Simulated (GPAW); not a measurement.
# N2 in line between two Ta chains: transmission at several levels, part 2 of 2

How well does N2 in line between two Ta chains conduct at low bias, and how far do basis and functional move the answer?

GPAW 26.7.0; GPAW LCAO, PAW setups; Landauer transmission from Green's functions with principal layers (ASE), zero bias.

So far, transmission at the Fermi level (one spin): step 2 (GPAW, dzp, PBE, GPAW) 1.91; step 3 (basis szp(dzp), PBE, GPAW) 1.88; step 4 (basis sz(dzp), PBE, GPAW) 1.86; step 5 (RPBE) 1.91.

## 8. Basis sz(dzp), smearing 0.05, broadening 1e-06

A smaller basis is cheaper in every inversion. Smearing helps the SCF of a metal converge, but it blurs occupations at band edges near the Fermi level. The broadening keeps the Green's functions finite; too large a value absorbs electrons where channels are open and leaks them where none are.

This step: GPAW LCAO, PAW setups; Landauer transmission from Green's functions with principal layers (ASE), zero bias (GPAW 26.7.0).

The input, run.py:

```python
import json
import numpy as np
from ase import Atoms
from ase.transport.calculators import TransportCalculator
from gpaw import GPAW, FermiDirac
from gpaw.lcao.tools import get_lcao_hamiltonian
from scipy.linalg import eigh

# The junction with lead layers at both ends, along the third cell vector
device = Atoms(
    ['Ta', 'Ta', 'Ta', 'Ta', 'Ta', 'Ta', 'Ta', 'N', 'N', 'Ta', 'Ta', 'Ta', 'Ta', 'Ta', 'Ta', 'Ta'],
    positions=[
        [4.50000, 4.50000, 1.20000],
        [4.50000, 4.50000, 3.60000],
        [4.50000, 4.50000, 6.00000],
        [4.50000, 4.50000, 8.40000],
        [4.50000, 4.50000, 10.80000],
        [4.50000, 4.50000, 13.20000],
        [4.50000, 4.50000, 15.60000],
        [4.50000, 4.50000, 17.32140],
        [4.50000, 4.50000, 18.46140],
        [4.50000, 4.50000, 20.18280],
        [4.50000, 4.50000, 22.58280],
        [4.50000, 4.50000, 24.98280],
        [4.50000, 4.50000, 27.38280],
        [4.50000, 4.50000, 29.78280],
        [4.50000, 4.50000, 32.18280],
        [4.50000, 4.50000, 34.58280]],
    cell=[[9.0, 0.0, 0.0], [0.0, 9.0, 0.0], [0.0, 0.0, 35.7828]],
    pbc=True)

# One principal layer of the lead: the first 5 atoms of the device
lead = Atoms(
    ['Ta', 'Ta', 'Ta', 'Ta', 'Ta'],
    positions=[
        [4.50000, 4.50000, 1.20000],
        [4.50000, 4.50000, 3.60000],
        [4.50000, 4.50000, 6.00000],
        [4.50000, 4.50000, 8.40000],
        [4.50000, 4.50000, 10.80000]],
    cell=[[9.0, 0.0, 0.0], [0.0, 9.0, 0.0], [0.0, 0.0, 12.0]],
    pbc=True)

settings = dict(mode='lcao', basis='sz(dzp)', xc='PBE', h=0.18,
                occupations=FermiDirac(0.05), maxiter=250,
                mixer=dict(beta=0.1, nmaxold=8, weight=100.0),
                convergence=dict(density=0.0001))
energies = np.arange(-2, 2 + 1e-9, 0.05)
eta = 1e-06
n1, n2 = 1, 1
# k and -k transmit alike, so half of the mesh across the current serves
mesh = [(i, j) for i in range(n1) for j in range(n2) if (i, j) <= (-i % n1, -j % n2)]
weights = np.array([1 if (i, j) == (-i % n1, -j % n2) else 2 for i, j in mesh]) / (n1 * n2)

# [... helper functions left out ...]
fermi_lead = ground_state(lead, (1, 1, 10), 'lead.txt')
fermi_device = ground_state(device, (1, 1, 2), 'device.txt')
# [... loop over the mesh left out, but for ...]
        # Shift the lead onto the potential of the device's first layer
        shift = ((H[:, 0, 0] - H0[:, 0, 0]) / S0[0, 0]).real.mean()
# [...]
kT = 8.617333e-5 * 500
bias = [0.1, 0.2, 0.5, 1.0, 1.5, 2.0]
# [... integrals and printing left out ...]
```

Launch:

```sh
OMP_NUM_THREADS=1 OPENBLAS_NUM_THREADS=1 python run.py
```

The program printed:

```text
basis functions: device 190, principal layer 65
Fermi level: lead -2.3477 eV, device -2.3781 eV; lead shifted by 0.0432 eV
largest coupling past the next layer 9.07e-08 eV, largest misfit of the first layer 0.094 eV
  E-E_F (eV)   T (one spin)  [channel counts left out]
    -2.000    1.1742e+00
    -1.950    1.3104e+00
    -1.900    1.4047e+00
    -1.850    1.4601e+00
    -1.800    1.4869e+00
    -1.750    1.4970e+00
    -1.700    1.5009e+00
    -1.650    1.5059e+00
    -1.600    1.5370e+00
    -1.550    1.5595e+00
    -1.500    1.5944e+00
    -1.450    1.6391e+00
    -1.400    1.6909e+00
    -1.350    1.7463e+00
    -1.300    1.8014e+00
    -1.250    1.8525e+00
[...]
1.650    4.5931e-02
     1.700    4.5492e-02
     1.750    4.4695e-02
     1.800    4.3467e-02
     1.850    4.1891e-02
     1.900    4.0263e-02
     1.950    3.8981e-02
     2.000    3.8184e-02
conductance at 500 K: 1.87 G0 a cell; thermopower 0.1067 uV/K
current from the zero-bias T(E) at 0.1 V: 14.488 uA
current from the zero-bias T(E) at 0.2 V: 28.97 uA
current from the zero-bias T(E) at 0.5 V: 72.398 uA
current from the zero-bias T(E) at 1.0 V: 145.03 uA
current from the zero-bias T(E) at 1.5 V: 218.08 uA
current from the zero-bias T(E) at 2.0 V: 291.89 uA
```

Wall time 2.1 min (1 thread of Arm Neoverse V1, shared host); peak memory 1.9 GiB.

This step gave:

```
conductance                                    : 1.870 G₀
largest coupling past the next principal layer : 9.07e-8 eV
largest misfit of the first principal layer    : 0.09387 eV
shift that aligns the lead                     : 0.04322 eV
basis functions of the junction                : 190
basis functions of a principal layer           : 65
transmission at the Fermi level (one spin)     : 1.870
```

One spin. Table of transmission, zone mean by energy, zero at the Fermi level:

| energy (eV) | transmission, zone mean |
| --- | --- |
| -2.00 | 1.17 |
| -1.90 | 1.40 |
| -1.80 | 1.49 |
| -1.70 | 1.50 |
| -1.55 | 1.56 |
| -1.45 | 1.64 |
| -1.35 | 1.75 |
| -1.25 | 1.85 |
| -1.15 | 1.93 |
| -1.05 | 1.98 |
| -0.90 | 2.01 |
| -0.85 | 2.01 |
| -0.80 | 2.01 |
| -0.70 | 1.99 |
| -0.60 | 1.97 |
| -0.50 | 1.94 |
| -0.40 | 1.91 |
| -0.25 | 1.88 |
| -0.15 | 1.86 |
| -0.05 | 1.88 |
| 0.00 | 1.87 |
| 0.05 | 1.87 |
| 0.15 | 1.87 |
| 0.25 | 1.86 |
| 0.40 | 1.84 |
| 0.50 | 1.82 |
| 0.60 | 1.80 |
| 0.70 | 1.78 |
| 0.80 | 1.78 |
| 0.90 | 1.80 |
| 1.05 | 1.89 |
| 1.15 | 1.92 |
| 1.25 | 1.82 |
| 1.35 | 1.57 |
| 1.40 | 2.05 |
| 1.45 | 0.710 |
| 1.55 | 0.0463 |
| 1.70 | 0.0455 |
| 1.80 | 0.0435 |
| 1.90 | 0.0403 |
| 2.00 | 0.0382 |

Not self-consistent under bias; the bias window is split evenly. Current through one cell, from the zero-bias transmission against bias:

| bias (V) | current through one cell, from the zero-bias transmission (μA) |
| --- | --- |
| 0.100 | 14.5 |
| 0.200 | 29.0 |
| 0.500 | 72.4 |
| 1.000 | 145 |
| 1.500 | 218 |
| 2.000 | 292 |

The transmission of the three most open eigenchannels by energy, zero at the Fermi level:

| energy (eV) | channel 1 | channel 2 | channel 3 |
| --- | --- | --- | --- |
| -2.00 | 0.583 | 0.583 | 0.00812 |
| -1.90 | 0.700 | 0.700 | 0.00396 |
| -1.80 | 0.743 | 0.743 | 8.5e-4 |
| -1.70 | 0.750 | 0.750 | 1.6e-4 |
| -1.55 | 0.770 | 0.770 | 0.0135 |
| -1.45 | 0.807 | 0.807 | 0.0172 |
| -1.35 | 0.858 | 0.858 | 0.0210 |
| -1.25 | 0.910 | 0.910 | 0.0242 |
| -1.15 | 0.948 | 0.948 | 0.0272 |
| -1.05 | 0.971 | 0.971 | 0.0304 |
| -0.90 | 0.981 | 0.981 | 0.0354 |
| -0.80 | 0.979 | 0.979 | 0.0385 |
| -0.70 | 0.970 | 0.970 | 0.0412 |
| -0.60 | 0.957 | 0.957 | 0.0435 |
| -0.50 | 0.941 | 0.941 | 0.0454 |
| -0.40 | 0.925 | 0.925 | 0.0469 |
| -0.25 | 0.906 | 0.906 | 0.0489 |
| -0.15 | 0.900 | 0.900 | 0.0501 |
| -0.05 | 0.897 | 0.897 | 0.0514 |
| 0.00 | 0.896 | 0.896 | 0.0520 |
| 0.05 | 0.896 | 0.896 | 0.0525 |
| 0.15 | 0.896 | 0.896 | 0.0533 |
| 0.25 | 0.894 | 0.894 | 0.0536 |
| 0.40 | 0.887 | 0.887 | 0.0529 |
| 0.50 | 0.878 | 0.878 | 0.0516 |
| 0.60 | 0.867 | 0.867 | 0.0497 |
| 0.70 | 0.859 | 0.859 | 0.0474 |
| 0.80 | 0.859 | 0.859 | 0.0451 |
| 0.90 | 0.873 | 0.873 | 0.0427 |
| 1.05 | 0.918 | 0.918 | 0.0398 |
| 1.15 | 0.936 | 0.936 | 0.0384 |
| 1.25 | 0.885 | 0.885 | 0.0373 |
| 1.35 | 0.763 | 0.763 | 0.0365 |
| 1.45 | 0.332 | 0.332 | 0.0359 |
| 1.55 | 0.0354 | 0.0104 | 2.3e-4 |
| 1.70 | 0.0348 | 0.0103 | 1.8e-4 |
| 1.80 | 0.0347 | 0.00855 | 1.3e-4 |
| 1.90 | 0.0351 | 0.00495 | 1.2e-4 |
| 2.00 | 0.0363 | 0.00169 | 1.2e-4 |

The conductance, 1.87 G₀, lies 1.9 % below that of the dzp run.

## 9. Another change of settings

A last run, with other settings again.

Changes to run.py since step 8:

```diff
@@ -43,8 +43,8 @@
 
-settings = dict(mode='lcao', basis='sz(dzp)', xc='PBE', h=0.18,
-                occupations=FermiDirac(0.05), maxiter=250,
-                mixer=dict(beta=0.1, nmaxold=8, weight=100.0),
+settings = dict(mode='lcao', basis='dzp', xc='PBE', h=0.18,
+                occupations=FermiDirac(0.1), maxiter=60,
+                mixer=dict(beta=0.7, nmaxold=1, weight=1.0),
                 convergence=dict(density=0.0001))
 energies = np.arange(-2, 2 + 1e-9, 0.05)
-eta = 1e-06
+eta = 0.0001
 n1, n2 = 1, 1
```

The program printed:

```text
gpaw.KohnShamConvergenceError
```

The job ended after 3.8 min (1 thread; peak memory 0.63 GiB).

The run stopped without converging, so none of its numbers is a property of the system.

The fault put into the input: mixing far too strong, under a cap of 60 iterations, which ended the run (beta = 0.7, nmaxold = 1 and weight = 1.0).

## 10. Results

```json
{
  "conductance": "1.91 G₀",
  "transmission at the Fermi level, mean of the spins": "1.91"
}
```

What this shows: In the dzp basis the junction conducts 1.91 G₀ at 500 K, with T = 1.91 a spin at the Fermi level; the sz basis reaches that conductance within 10 %. At the Fermi level the three most open eigenchannels pass 0.91, 0.91 and 0.045. Measured against the first run (dzp), the nearest curve is that of dzp-RPBE (r.m.s. 0.075) and the farthest that of sz (0.31). Over the compared runs wall time goes from 134 s (sz) to 299 s (dzp-RPBE), on a shared host. The geometry was built from estimated bond lengths and not relaxed, so the numbers describe this model structure. The run had no spin polarisation, so a magnetic state, which chains and small molecules with open shells often have, wasn't tested. Spin-orbit coupling is left out, which matters for the heavy atoms here. An evenly spaced straight chain is an idealisation: free chains tend to dimerise, zigzag or, where a band edge lies near the Fermi level, turn magnetic. The currents use the zero-bias T(E) throughout, which holds only while the bias is small against the distance to the nearest feature. The thermopower isn't quoted: it samples T(E) farther from the Fermi level than the conductance does, and the energy grid wasn't tested for it.

[Logs are printed without paths, hosts, clocks, repeated set-up lines and the standing remarks that a program may print on its own settings, such as how far it seeks lower states.]

[Hosts, paths, dates, database ids (printed as entryN), source tags and the programs' standing remarks are cut or masked in the printed files.]
